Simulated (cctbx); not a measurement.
## A crystallographic session in cctbx: PrMg9Si4

Library: cctbx 2025.11. The data are simulated by the first script.

## 1. Simulate the data

run.py:

```python
from cctbx import adptbx, crystal, miller, sgtbx, xray
from cctbx.array_family import flex
from iotbx.shelx import hklf
from scitbx import matrix
import scitbx.random

cs = crystal.symmetry(unit_cell=(9.202, 9.202, 13.964, 90, 90, 90), space_group_symbol='Hall: -I 4 2c')  # I4/mcm
atoms = [  # label, site, U (iso, or U11 U22 U33 U12 U13 U23 in A^2), occupancy
    ("Pr1", (0, 0, 0.25), (0.0109, 0.0109, 0.0096, 0.0000, 0.0000, 0.0000), 1),
    ("Si1", (0.6693, 0.8307, 0.3788), (0.0191, 0.0191, 0.0198, 0.0020, -0.0001, 0.0001), 1),
    ("Mg1", (0.6264, 0.8736, 0.1825), (0.0210, 0.0210, 0.0181, 0.0035, 0.0015, -0.0015), 1),
    ("Mg2", (0.1991, 0.0675, 0), (0.0177, 0.0176, 0.0301, 0.0021, 0.0000, 0.0000), 1),
    ("Mg3", (0, 0.5, 0), (0.0205, 0.0205, 0.0168, -0.0001, 0.0000, 0.0000), 1),
]
xs = xray.structure(crystal_symmetry=cs)
for label, site, u, occ in atoms:
    u = adptbx.u_cif_as_u_star(cs.unit_cell(), u) if isinstance(u, tuple) else u
    xs.add_scatterer(xray.scatterer(label, site=site, u=u, occupancy=occ))
xs.set_inelastic_form_factors(0.71073, "sasaki")
xs.show_summary()
p1 = xs.expand_to_p1()
ms = miller.build_set(p1, anomalous_flag=True, d_min=0.8)
flex.set_random_seed(945580)
scitbx.random.set_random_seed(945580)
ms = ms.select(flex.random_double(ms.size()) < 0.7)
i = ms.structure_factors_from_scatterers(p1, algorithm="direct").f_calc().as_intensity_array().data()
i = i * 70000 / flex.max(i)
sig = flex.sqrt(i + flex.pow2(0.03 * i) + 15 ** 2)
noise = scitbx.random.variate(scitbx.random.normal_distribution())(i.size())
data = ms.array(data=i + sig * noise, sigmas=sig).set_observation_type_xray_intensity()
with open("data.hkl", "w") as f:
    data.export_as_shelx_hklf(f)
print("reflections written:", data.size(), " <I/sigma> = %.1f" % flex.mean(data.data() / data.sigmas()))
for h, a, b in list(data.sort("data"))[:12]:
    print("%4d%4d%4d %9.1f %7.1f" % (h + (a, b)))
```

```console
$ python run.py
```

```text
Number of scatterers: 5
At special positions: 5
Unit cell: (9.202, 9.202, 13.964, 90, 90, 90)
Space group: I 4/m c m (No. 140)
reflections written: 6822  <I/sigma> = 10.9
   3   1  -2   74646.4  2116.7
  -1   3  -2   72641.8  2116.7
  -3  -1  -2   71425.9  2116.7
  -3   1   2   71023.1  2116.7
   3  -1  -2   70505.5  2116.7
   1  -3  -2   70262.6  2116.7
   3   1   2   69977.9  2116.7
   0   2  -4   69195.7  1950.3
  -1  -3  -2   68591.1  2116.7
   1   3  -2   68331.9  2116.7
   0  -2  -4   68162.1  1950.3
  -3   1  -2   68048.1  2116.7
```

It took 0.24 s on 1 thread of Arm Neoverse V2 (shared host), peak memory 0.07 GiB.

## 2. Symmetry

run.py:

```python
from cctbx import crystal, sgtbx, statistics
from cctbx.array_family import flex
from iotbx.shelx import hklf

p1 = crystal.symmetry(unit_cell=(9.202, 9.202, 13.964, 90, 90, 90), space_group_symbol="P 1")
raw = hklf.reader(file_name="data.hkl").as_miller_arrays(crystal_symmetry=p1, anomalous=True)[0]
print(raw.size(), "reflections to d = %.3f A" % raw.d_min())
isig = raw.data() / raw.sigmas()
print("centring   violations  <I/sigma> of those")
best = "P"
for c in "ABCIRF":
    a = raw.customized_copy(space_group_info=sgtbx.space_group_info("Hall: %s 1" % c)).sys_absent_flags().data()
    m = flex.mean(isig.select(a))
    print("%5s %10d of %5d %8.1f" % (c, (isig.select(a) > 4).count(True), a.count(True), m))
    if (isig.select(a) > 4).count(True) < 0.01 * a.count(True):
        best = c
raw = raw.select(~raw.customized_copy(space_group_info=sgtbx.space_group_info("Hall: %s 1" % best)).sys_absent_flags().data())
isig = raw.data() / raw.sigmas()
rows = []
for s in sgtbx.space_group_symbol_iterator():
    g = sgtbx.space_group(s)
    if g.conventional_centring_type_symbol() != best or not g.is_compatible_unit_cell(p1.unit_cell(), 1e-3, 0.02):
        continue
    rows.append((s, g))
print("Laue class    unique    Rint  (classes that these axes allow; Friedel mates merged)")
rint = {}
for s, g in rows:
    laue = g.build_derived_patterson_group()
    key = laue.type().hall_symbol()
    if key not in rint:
        m = raw.customized_copy(space_group_info=laue.info(), anomalous_flag=False).merge_equivalents()
        rint[key] = m.r_int()
        print("%-14s %6d %7.3f" % (laue.type().lookup_symbol(), m.array().size(), m.r_int()))
floor = min(rint.values())
good = [(s, g) for s, g in rows if rint[g.build_derived_patterson_group().type().hall_symbol()] < 2 * floor + 0.03]
top = max(g.build_derived_patterson_group().order_z() for s, g in good)
print("space group    extra absences  I>4sigma  <I/sigma>")
for s, g in good:
    laue = g.build_derived_patterson_group()
    if laue.order_z() != top:
        continue
    a = raw.customized_copy(space_group_info=g.info()).sys_absent_flags().data()
    a &= ~raw.customized_copy(space_group_info=laue.info()).sys_absent_flags().data()
    bad = (isig.select(a) > 4).count(True)
    if bad <= 0.03 * a.count(True):
        print("%-16s %8d %10d %9s  %s" % (s.universal_hermann_mauguin(), a.count(True), bad, "%.1f" % flex.mean(isig.select(a)) if a.count(True) else "-", "centric" if g.is_centric() else "acentric"))
laue = max(good, key=lambda t: t[1].build_derived_patterson_group().order_z())[1].build_derived_patterson_group()
f = raw.customized_copy(space_group_info=laue.info(), anomalous_flag=False).merge_equivalents().array().eliminate_sys_absent().f_sq_as_f()
f.set_observation_type_xray_amplitude()
bins = max(3, min(8, f.size() // 12))
f.setup_binner(n_bins=bins)
w = statistics.wilson_plot(f, {e: n / laue.order_z() for e, n in {'Pr': 4.0, 'Si': 16.0, 'Mg': 36.0}.items()}, e_statistics=True)
print("Wilson B = %.2f A^2   <|E^2-1|> = %.3f (0.968 centric, 0.736 acentric)   E^2>4: %.1f %%" % (w.wilson_b, w.mean_e_sq_minus_1, w.percent_e_sq_gt_2))
print("shell (A)         n   <I/sigma>")
m = raw.customized_copy(space_group_info=laue.info(), anomalous_flag=False).merge_equivalents().array().eliminate_sys_absent()
for b in m.setup_binner(n_bins=bins).range_used():
    sel = m.binner().selection(b)
    print("%5.2f - %4.2f %6d %8.1f" % (min(m.binner().bin_d_range(b)[0] if m.binner().bin_d_range(b)[0] > 0 else 99, 99), m.binner().bin_d_range(b)[1], sel.count(True), flex.mean((m.data() / m.sigmas()).select(sel))))
```

```console
$ python run.py
```

```text
6822 reflections to d = 0.800 A
centring   violations  <I/sigma> of those
    A       1464 of  3422     10.8
    B       1470 of  3366     11.0
    C       1224 of  3392      6.7
    I          0 of  3431      0.0
    R       1974 of  4508     11.1
    F       2079 of  5090      9.5
Laue class    unique    Rint  (classes that these axes allow; Friedel mates merged)
I 1 2/m 1        1269   0.022
I 1 1 2/m        1253   0.021
I 2/m 1 1        1270   0.021
I m m m           711   0.023
I 4/m             636   0.023
I 4/m m m         387   0.024
space group    extra absences  I>4sigma  <I/sigma>
I 4 2 2                 0          0         -  acentric
I 4 m m                 0          0         -  acentric
I 4 c m               205          0       0.0  acentric
I -4 m 2                0          0         -  acentric
I -4 c 2              205          0       0.0  acentric
I -4 2 m                0          0         -  acentric
I 4/m m m               0          0         -  centric
I 4/m c m             205          0       0.0  centric
Wilson B = 1.01 A^2   <|E^2-1|> = 0.769 (0.968 centric, 0.736 acentric)   E^2>4: 1.9 %
shell (A)         n   <I/sigma>
 7.68 - 1.60     58     51.6
 1.60 - 1.27     53     65.2
 1.27 - 1.11     45     66.7
 1.11 - 1.01     47     59.7
 1.01 - 0.94     45     66.1
 0.94 - 0.88     47     57.6
 0.88 - 0.84     45     59.3
 0.84 - 0.80     47     53.8
```

Time: 0.25 s.

## 3. Charge flipping

run.py:

```python
import itertools
from cctbx import crystal, maptbx
from cctbx.array_family import flex
from iotbx.shelx import hklf
from smtbx.ab_initio import charge_flipping as cf

cs = crystal.symmetry(unit_cell=(9.202, 9.202, 13.964, 90, 90, 90), space_group_symbol='Hall: -I 4 2c')  # I4/mcm
raw = hklf.reader(file_name="data.hkl").as_miller_arrays(crystal_symmetry=cs, anomalous=True)[0]
merged = raw.eliminate_sys_absent().merge_equivalents()
fo2 = merged.array().set_observation_type_xray_intensity()
f = fo2.average_bijvoet_mates().f_sq_as_f().resolution_filter(d_min=0.8)
p1 = f.expand_to_p1()
p1.setup_binner_counting_sorted(reflections_per_bin=max(40, p1.size() // 12))
work = p1.array(data=p1.data() / p1.amplitude_quasi_normalisations().data())
flex.set_random_seed(87512)
it = cf.weak_reflection_improved_iterator(delta=None, weak_reflection_fraction=0.2)
it.start(work, phases=flex.random_double(p1.size()) * 6.2832, f_000=0)
it.delta = 1.1 * it.rho_map.sigma()
print("cycle      R  skewness")
for n, st in enumerate(itertools.islice(it, 200)):
    if n % 16 == 0:
        print("%5d %6.3f %8.2f" % (n, st.r1_factor(), st.rho_map.skewness()))
rho = p1.phase_transfer(it.f_calc).fft_map().apply_volume_scaling()
polish = cf.low_density_elimination_iterator(constant_rho_c=rho.sigma())
polish.start(f_obs=p1, phases=it.f_calc, f_000=0)
for _ in range(8):
    next(polish)
print("origin shift          correlation  skewness")
maps = []
for fc, shift, cc in itertools.islice(cf.f_calc_symmetrisations(f, polish.f_calc, 0), 4):
    m = f.phase_transfer(fc).fft_map(symmetry_flags=maptbx.use_space_group_symmetry, resolution_factor=0.25).apply_sigma_scaling()
    maps.append((m.skewness(), cc, m))
    print("%6.3f %6.3f %6.3f %10.3f %9.2f" % (tuple(shift) + (cc, m.skewness())))
skew, cc, m = max((t for t in maps if t[1] > maps[0][1] - 0.04), key=lambda t: t[0])
print("taken: symmetry correlation %.3f, skewness %.2f" % (cc, skew))
peaks = m.peak_search(parameters=maptbx.peak_search_parameters(min_distance_sym_equiv=0.9, max_clusters=10)).all()
sps = cs.special_position_settings(min_distance_sym_equiv=0.5)
print("peak      x       y       z  mult  height/sigma")
for k, (x, h) in enumerate(zip(peaks.sites(), peaks.heights())):
    ss = sps.site_symmetry(x)
    print("Q%-3d %7.4f %7.4f %7.4f %4d %8.1f" % ((k + 1,) + tuple(t % 1 for t in ss.exact_site()) + (ss.multiplicity(), h)))
```

```console
$ python run.py
```

```text
cycle      R  skewness
    0  0.557     0.20
   16  0.457     1.46
   32  0.469     1.53
   48  0.474     1.50
   64  0.467     1.67
   80  0.468     1.76
   96  0.469     1.95
  112  0.480     1.93
  128  0.479     2.01
  144  0.469     2.40
  160  0.470     3.55
  176  0.450     6.05
  192  0.445     5.99
origin shift          correlation  skewness
 0.278  0.162  0.205      0.732      0.72
 0.278  0.662  0.205      0.732      0.75
 0.002  0.396  0.245      0.725      1.95
 0.001  0.894  0.245      0.722      1.62
taken: symmetry correlation 0.725, skewness 1.95
peak      x       y       z  mult  height/sigma
Q1    0.0000  0.5000  0.1112    8     14.4
Q2    0.1702  0.1753  0.0000   16      6.5
Q3    0.0000  0.0000  0.1356    8      5.0
Q4    0.9946  0.0753  0.0000   16      4.1
Q5    0.1354  0.3646  0.1528   16      4.1
Q6    0.0652  0.4348  0.0604   16      4.0
Q7    0.0000  0.0000  0.2172    8      3.8
Q8    0.1227  0.3773  0.2269   16      3.5
Q9    0.0681  0.4319  0.4376   16      3.4
Q10   0.1760  0.3240  0.4153   16      3.0
```

Time: 0.56 s.

## 4. Charge flipping

run.py, as its changes from the last script of this kind:

```diff
@@ -13,3 +13,2 @@
-p1.setup_binner_counting_sorted(reflections_per_bin=max(40, p1.size() // 12))
-work = p1.array(data=p1.data() / p1.amplitude_quasi_normalisations().data())
-flex.set_random_seed(87512)
+work = p1
+flex.set_random_seed(87513)
@@ -20,2 +19,2 @@
-for n, st in enumerate(itertools.islice(it, 200)):
-    if n % 16 == 0:
+for n, st in enumerate(itertools.islice(it, 400)):
+    if n % 33 == 0:
```

```console
$ python run.py
```

```text
cycle      R  skewness
    0  0.558     0.30
   33  0.476     3.53
   66  0.328     8.82
   99  0.348     8.24
  132  0.330     8.24
  165  0.349     8.48
  198  0.326     8.11
  231  0.333     8.12
  264  0.338     8.40
  297  0.340     8.36
  330  0.338     8.27
  363  0.337     8.11
  396  0.343     8.10
origin shift          correlation  skewness
 0.305  0.039  0.425      0.735      2.90
 0.305  0.539  0.425      0.727      2.81
 0.305  0.039  0.175      0.721      2.80
 0.305  0.538  0.175      0.720      2.68
taken: symmetry correlation 0.735, skewness 2.90
peak      x       y       z  mult  height/sigma
Q1    0.0000  0.0000  0.2500    4     19.4
Q2    0.1810  0.3190  0.3886   16      5.9
Q3    0.1859  0.3141  0.1110   16      4.6
Q4    0.0511  0.3340  0.0000   16      3.7
Q5    0.9954  0.2319  0.0707   32      3.1
Q6    0.0000  0.1579  0.2500   16      3.1
Q7    0.0361  0.2099  0.0000   16      3.0
Q8    0.1042  0.3958  0.3611   16      2.8
Q9    0.1905  0.1835  0.1399   32      2.7
Q10   0.0868  0.4132  0.2164   16      2.6
```

Time: 0.66 s.

## 5. Charge flipping

run.py, as its changes from the last script of this kind:

```diff
@@ -13,2 +13,3 @@
-work = p1
-flex.set_random_seed(87513)
+p1.setup_binner_counting_sorted(reflections_per_bin=max(40, p1.size() // 12))
+work = p1.array(data=p1.data() / p1.amplitude_quasi_normalisations().data())
+flex.set_random_seed(87514)
@@ -19,2 +20,2 @@
-for n, st in enumerate(itertools.islice(it, 400)):
-    if n % 33 == 0:
+for n, st in enumerate(itertools.islice(it, 600)):
+    if n % 50 == 0:
```

```console
$ python run.py
```

```text
cycle      R  skewness
    0  0.555     0.22
   50  0.479     1.81
  100  0.480     2.08
  150  0.486     1.97
  200  0.470     2.01
  250  0.483     1.95
  300  0.462     2.14
  350  0.471     2.04
  400  0.465     2.10
  450  0.472     2.14
  500  0.481     2.11
  550  0.497     2.01
origin shift          correlation  skewness
 0.263  0.781  0.353      0.729      0.86
 0.261  0.779  0.102      0.723      0.86
 0.458  0.924  0.092      0.720      1.69
 0.458  0.424  0.092      0.713      1.57
taken: symmetry correlation 0.720, skewness 1.69
peak      x       y       z  mult  height/sigma
Q1    0.0000  0.5000  0.2500    4     14.3
Q2    0.0000  0.5000  0.1238    8      5.6
Q3    0.1675  0.2251  0.0000   16      4.3
Q4    0.1573  0.3427  0.0000    8      3.8
Q5    0.0247  0.1276  0.3878   32      3.0
Q6    0.1000  0.1840  0.1588   32      3.0
Q7    0.9951  0.3518  0.1501   32      2.8
Q8    0.0000  0.0000  0.1038    8      2.6
Q9    0.0213  0.1896  0.5000   16      2.6
Q10   0.1413  0.2419  0.2466   32      2.5
```

Run time: 0.79 s on 1 thread of Arm Neoverse V2 (shared host), peak memory 0.08 GiB.

[Logs are printed without paths, hosts, clocks, repeated set-up lines and the standing remarks that a program may print on its own settings, such as how far it seeks lower states.]
